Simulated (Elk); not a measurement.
## Bands of Nickel in the lowest magnetic state tried

How do the spin channels of Nickel fill?

Calculated with Elk 11.2.3 (patched build); PBE; all-electron APW+lo, Dirac cores, scalar-relativistic bands.

**1. The starting structure**

It takes space group Fm-3m (No. 225, cubic). The conventional cell has a = 3.524 Å, b = 3.524 Å, c = 3.524 Å, α = 90.00°, β = 90.00°, γ = 90.00°. Ni has 12 Ni at 2.49 Å nearest.

**2. Ground-state run**

Bands and densities of states are read from a converged potential, so the magnetic state comes first.

This is the lowest of the starts that converged (ferro +).

Moments are seeded by fields in the spheres (the last three columns under atoms), set against the wanted direction and reduced each loop.

File elk.in:

```
tasks
  0

xctype
  20

rgkmax
  7.0

nempty
  12

swidth
  0.001837

reducebf
  0.5

epsengy
  1e-05

maxscl
  100

lmaxi
  3

spinpol
  .true.

sppath
  './'

avec
  0.00000000000 3.32957459939 3.32957459939
  3.32957459939 0.00000000000 3.32957459939
  3.32957459939 3.32957459939 0.00000000000

atoms
  1
  'Ni.in'
  1
  0.0000000000 0.0000000000 0.0000000000   0.000000 0.000000 -0.050000

ngridk
  16 16 16
```

Started as:

```
$ OMP_NUM_THREADS=2 elk
```

Numbers of over 12 decimals in the logs are rounded to 6 here.

What it wrote:

```text
Warning(gndstate): core states of species 1 leak from the muffin-tin :   0.4056360502E-03

--- INFO.OUT ---
┌─────────────────────────┐
│ Elk code version 11.2.3 │
└─────────────────────────┘

All units are atomic (Hartree, Bohr, etc.)

┌─────────────────────────────────────────────────┐
│ Ground-state run starting from atomic densities │
└─────────────────────────────────────────────────┘

Lattice vectors :
   0.000000000       3.329574599       3.329574599
   3.329574599       0.000000000       3.329574599
   3.329574599       3.329574599       0.000000000

Species : 1 (Ni)
 parameters loaded from : Ni.in
 name : nickel
 nuclear charge    :   -28.00000000
 electronic charge :    28.00000000
 atomic mass :    106991.5231
 muffin-tin radius :    2.329364778
 number of radial points in muffin-tin :    993
 inner part over the whole radius :   0.9875265472E-02
 number on inner part of muffin-tin    :    700
 approximate nuclear radius :   0.7325707712E-04
 number of mesh points to nuclear radius :    335
 atomic positions (lattice), magnetic fields (Cartesian) :
  1 :   0.00000000  0.00000000  0.00000000    0.00000000  0.00000000 -0.05000000

Total number of atoms per unit cell :    1
Total muffin-tin volume :    52.94209487
 ratio of muffin-tin to unit cell volume :   0.7171415360

Spin treatment :
 spin-polarised
 global magnetic field (Cartesian) :    0.000000000       0.000000000       0.000000000
 collinear magnetisation in z-direction

Number of Bravais lattice symmetries :   48
Number of crystal symmetries         :   48
Crystal has inversion symmetry
Real symmetric eigensolver will be used

k-point grid :     16    16    16
k-point offset :    0.000000000       0.000000000       0.000000000
k-point set is reduced with full crystal symmetry group
Total number of k-points :      145

Muffin-tin radius times maximum |G+k| :    7.000000000
 using average radius
Maximum |G+k| for APW functions       :    3.005111122
Maximum (1/2)|G+k|²                   :    4.515346427
Maximum |G| for potential and density :    12.00000000
Constant for pseudocharge density :    7
 order of it for each species :   14
 order of it for pair densities of each species (exact exchange by exxq0 0: 14) :   10
Radial integration step length :    1

G-vector grid sizes :     18    18    18
Number of G-vectors :     2109

Maximum angular momentum used for
 APW functions            :    8
 outer part of muffin-tin :    6
 inner part of muffin-tin :    3

Number of empty states         :     12
Total number of valence states :     42
Total number of core states    :     12

Third-order local-orbitals added for an l without core states : T
Total number of local-orbitals :     22

Exchange-correlation functional :     20     0     0
 Perdew-Burke-Ernzerhof, Phys. Rev. Lett. 77, 3865 (1996)
 gradient requirement :    1
 generalised gradient approximation (GGA)

Smearing type :    3
 Fermi-Dirac
Smearing width :   0.1837000000E-02
Effective electronic temperature (K) :    580.0787206

Mixing type :    3
 Broyden mixing, J. Phys. A: Math. Gen. 17, L317 (1984)

Kohn-Sham potential initialised from atomic data

┌──────────────────────────────┐
│ Self-consistent loop started │
└──────────────────────────────┘

┌─────────────────┐
│ Loop number : 1 │
└─────────────────┘

Energies :
 Fermi                       :     0.196425
 sum of occupied eigenvalues :     -876.89870635785
 electron kinetic            :      1544.1062264574
 core electron kinetic       :      1386.5698500265
 Coulomb                     :     -3001.5253691122
 Coulomb potential           :     -2336.8879456069
 nuclear-nuclear             :     -269.89422819822
 electron-nuclear            :     -3137.2132800242
 Hartree                     :      405.58213911022
 Madelung                    :     -1833.0813963087
 xc potential                :     -84.037798057802
 xc effective B-field        :    -0.37232220433243E-01
 external B-field            :      0.000000
 exchange                    :     -62.174462250322
 correlation                 :     -1.340053
 electron entropic           :    -0.39883094183898E-03
 total energy                :     -1520.9340562677
 (external B-field energy excluded from total)

Density of states at Fermi energy :    36.42132302
 (states/Hartree/unit cell)

Estimated indirect band gap :   0.4611964808E-03
 from k-point 88 to k-point 119
Estimated direct band gap   :   0.8608458103E-02
 at k-point 98

Charges :
 core                        :    12.00000000
 valence                     :    16.00000000
 interstitial                :   0.8257991890
 muffin-tins (core leakage)
  species : 1 (Ni)
   atom 1                    :    27.17420081     (  0.4075328394E-03)
 total in muffin-tins        :    27.17420081
 total calculated charge     :    27.99904733
 total charge                :    28.00000000
 error                       :   0.9526696398E-03

Moments :
 interstitial                :  -0.5169035111E-01
 muffin-tins
  species : 1 (Ni)
   atom 1                    :    1.208128396
 total in muffin-tins        :    1.208128396
 total moment                :    1.156438045

[... earlier loops left out ...]

┌──────────────────┐
│ Loop number : 19 │
└──────────────────┘

Energies :
 Fermi                       :     0.279007
 sum of occupied eigenvalues :     -873.58402668645
 electron kinetic            :      1545.0816335529
 core electron kinetic       :      1386.5845311631
 Coulomb                     :     -3002.3078190568
 Coulomb potential           :     -2336.0402236512
 nuclear-nuclear             :     -269.89422819822
 electron-nuclear            :     -3139.6901589719
 Hartree                     :      407.27656811339
 Madelung                    :     -1834.2877072312
 xc potential                :     -82.615402190826
 xc effective B-field        :    -0.10034404518163E-01
 external B-field            :      0.000000
 exchange                    :     -62.261621362414
 correlation                 :     -1.340450
 electron entropic           :    -0.52504207831143E-03
 total energy                :     -1520.8287821211
 (external B-field energy excluded from total)

Density of states at Fermi energy :    46.73767465
 (states/Hartree/unit cell)

Estimated indirect band gap :   0.1798659920E-03
 from k-point 71 to k-point 41
Estimated direct band gap   :   0.1061197941E-02
 at k-point 71

Charges :
 core                        :    12.00000000
 valence                     :    16.00000000
 interstitial                :   0.7798741660
 muffin-tins (core leakage)
  species : 1 (Ni)
   atom 1                    :    27.22012583     (  0.4056360502E-03)
 total in muffin-tins        :    27.22012583
 total calculated charge     :    27.99906815
 total charge                :    28.00000000
 error                       :   0.9318467205E-03

Moments :
 interstitial                :  -0.2493752171E-01
 muffin-tins
  species : 1 (Ni)
   atom 1                    :   0.6302767594
 total in muffin-tins        :   0.6302767594
 total moment                :   0.6053392377

┌──────────────────────────────┐
│ Self-consistent loop stopped │
└──────────────────────────────┘

Warning : core states of species 1 leak from the muffin-tin :   0.4056360502E-03

Wrote STATE.OUT
```

Wall time 31 s (2 threads of AMD EPYC 9R14 (Zen 4), shared host); peak memory 0.09 GiB; 59 s of CPU time.

Numbers from this step:

| Item | Value |
| --- | --- |
| density of states at the Fermi level | 1.718 states/eV/cell |
| moment between the spheres | -0.02494 μB |
| magnetization | 0.6053 μB |
| final state | ferromagnetic |
| largest moment | 0.6303 μB |

**3. Levels along a path and on the mesh**

The potential is kept. Point names follow a standard table for this cell's lattice and can differ from other conventions. The density of states is interpolated from the levels on the mesh (so its value at the Fermi level can differ from the smeared one of the ground-state run), and the bands are solved anew along a path of special points.

File elk.in:

```
tasks
  10
  20
  15
  33
  73

xctype
  20

rgkmax
  7.0

nempty
  12

swidth
  0.001837

reducebf
  0.5

epsengy
  1e-05

maxscl
  100

lmaxi
  3

spinpol
  .true.

sppath
  './'

avec
  0.00000000000 3.32957459939 3.32957459939
  3.32957459939 0.00000000000 3.32957459939
  3.32957459939 3.32957459939 0.00000000000

atoms
  1
  'Ni.in'
  1
  0.0000000000 0.0000000000 0.0000000000   0.000000 0.000000 -0.000050

ngridk
  16 16 16

wplot
  300 60 1
  -0.35000 0.25000

plot1d
  7 84
  0.00000000 0.00000000 0.00000000
  0.50000000 0.00000000 0.50000000
  0.62500000 0.25000000 0.62500000
  0.37500000 0.37500000 0.75000000
  0.00000000 0.00000000 0.00000000
  0.50000000 0.50000000 0.50000000
  0.50000000 0.25000000 0.75000000

plot3d
  0 0 0
  1 0 0
  0 1 0
  0 0 1
  13 13 13
```

Started as:

```
$ OMP_NUM_THREADS=2 elk
```

What it wrote:

```text
┌─────────────────────────────────┐
│ Elk code version 11.2.3 started │
└─────────────────────────────────┘

Info(readinput): the functional depends on the density's gradient
 muffin-tin radial points multiplied by    2.00000
 (not where nrmtscf is given)

┌───────────────────┐
│ Current task : 10 │
└───────────────────┘
Info(checkmt): changed muffin-tin radius of species 1 (Ni) from   2.4000 to   2.3294

Info(writedos):
 Total density of states written to TDOS.OUT

 Partial density of states written to PDOS_Sss_Aaaaa.OUT
 for all species and atoms

 Spin-quantisation axis :    0.000000000       0.000000000       1.000000000

 Eigenvalues of a random matrix symmetrised with the site
 symmetries in the Yₗₘ basis written to ELMIREP.OUT for all
 species and atoms. Degenerate eigenvalues correspond to
 irreducible representations of each site symmetry group

 Interstitial density of states written to IDOS.OUT

 Fermi energy is at zero in plots

 DOS units are states/Hartree/unit cell

┌───────────────────┐
│ Current task : 20 │
└───────────────────┘

Info(bandstr):
 Band structure plot written to BAND.OUT

 Fermi energy is at zero in plot

 Vertex location lines written to BANDLINES.OUT

┌───────────────────┐
│ Current task : 15 │
└───────────────────┘

Info(writelsj):
 muffin-tin L, S and J expectation values written to LSJ.OUT

┌───────────────────┐
│ Current task : 33 │
└───────────────────┘

Info(rhoplot): 3D density plot written to RHO3D.OUT

┌───────────────────┐
│ Current task : 73 │
└───────────────────┘

Info(vecplot):
 3D magnetisation density written to MAG3D.OUT

┌──────────────────┐
│ Elk code stopped │
└──────────────────┘
```

Elapsed: 90 s, on 2 threads; peak memory 0.11 GiB; 2.7 min of CPU time.

Electronic bands along the path, in eV, zero at the Fermi level; # counts the bands kept:

```csv
point,up #3,up #4,up #5,up #6,down #3,down #4,down #5,down #6
Γ,-2.42,-2.42,-1.23,-1.23,-1.69,-1.69,-0.66,-0.66
halfway,-1.85,-1.57,-1.57,-0.87,-1.38,-0.80,-0.80,-0.29
X,-0.55,-0.47,-0.47,2.31,0.04,0.37,0.37,2.28
0.43 of the way,-1.02,-0.66,-0.52,3.16,-0.33,-0.07,0.32,3.28
U,-2.13,-1.09,-0.72,5.60,-1.52,-0.53,0.11,5.82
0.45 of the way,-2.91,-1.37,-0.62,5.66,-2.32,-0.81,0.20,5.88
K,-2.13,-1.09,-0.72,5.60,-1.52,-0.53,0.11,5.82
0.53 of the way,-2.30,-1.83,-1.67,-0.56,-1.69,-1.13,-1.06,0.10
Γ,-2.42,-2.42,-1.23,-1.23,-1.69,-1.69,-0.66,-0.66
0.47 of the way,-2.19,-2.19,-1.22,-1.22,-1.50,-1.50,-0.60,-0.60
L,-2.40,-0.59,-0.59,-0.42,-1.81,-0.47,0.14,0.14
0.54 of the way,-2.62,-1.70,-0.69,3.61,-2.03,-1.12,0.08,3.87
W,-3.08,-1.32,-0.46,7.61,-2.49,-0.78,0.38,7.80
```

The density of states has structure finer than the step of the table below, so its rows give means over 0.5 eV, whole bins alone (the curve runs from -9.52 to 6.75 eV). Peaks (eV: height): up -3.76: 1.09, -2.29: 1.72, -0.65: 2.58; down -3.27: 0.920, -1.47: 1.62, -0.82: 1.43, 0.11: 2.13; Ni1 d up -3.76: 0.893, -2.23: 1.58, -0.65: 2.53; Ni1 d down -1.47: 1.45, -0.82: 1.35, 0.11: 2.09.

Density of states against energy, zero at the Fermi level; means over each step; values in states/eV/cell:

```csv
energy (eV),up,down,Ni1 d up,Ni1 d down
-9.0,0.00735,0.00811,0,0
-8.5,0.0253,0.0257,6.7e-5,5.6e-5
-8.0,0.0378,0.0373,3.4e-4,3.0e-4
-7.5,0.0481,0.0480,1.0e-3,8.4e-4
-7.0,0.0596,0.0586,0.00244,0.00198
-6.5,0.0748,0.0709,0.00553,0.00416
-6.0,0.0932,0.0864,0.0120,0.00854
-5.5,0.128,0.109,0.0284,0.0174
-5.0,0.236,0.151,0.0973,0.0391
-4.5,0.518,0.295,0.323,0.137
-4.0,0.853,0.497,0.668,0.310
-3.5,0.868,0.712,0.729,0.541
-3.0,1.02,0.812,0.870,0.677
-2.5,1.44,0.876,1.26,0.733
-2.0,1.24,1.31,1.13,1.11
-1.5,1.24,1.34,1.17,1.20
-1.0,1.42,1.16,1.37,1.08
-0.5,1.21,1.15,1.18,1.10
0.0,0.182,1.54,0.137,1.51
0.5,0.162,0.394,0.104,0.358
1.0,0.148,0.186,0.0825,0.135
1.5,0.143,0.166,0.0706,0.105
2.0,0.137,0.156,0.0595,0.0866
2.5,0.130,0.147,0.0498,0.0711
3.0,0.122,0.134,0.0431,0.0589
3.5,0.114,0.121,0.0380,0.0495
4.0,0.0977,0.110,0.0310,0.0418
4.5,0.0859,0.0962,0.0260,0.0345
5.0,0.0744,0.0821,0.0215,0.0277
5.5,0.0593,0.0681,0.0176,0.0219
6.0,0.107,0.0550,0.0368,0.0193
```

**4. Results**

```
state          : ferromagnetic
largest moment : 0.630 μB
```

Right at the Fermi level (the table gives means over its steps) the density of states is 0.19 states/eV a cell for spin up and 1.7 for spin down. Within the window shown, the centres of the Ni1 d states of the two spins lie 0.63 eV apart, a rough measure of the splitting of the spins. The state is the lowest of the starts that converged. These are Kohn–Sham levels without spin–orbit coupling.

[Logs and program files are shortened in this print: banners, set-up blocks, solver, clock and traceback lines can be left out without a mark of their own.]

[Logs are printed without paths, hosts, clocks, repeated set-up lines and the standing remarks that a program may print on its own settings, such as how far it seeks lower states.]

[Hosts, paths, dates, database ids (printed as entryN), source tags and the programs' standing remarks are cut or masked in the printed files.]

[Where a cell is said to come from a database of computed structures, the database is the Materials Project.]
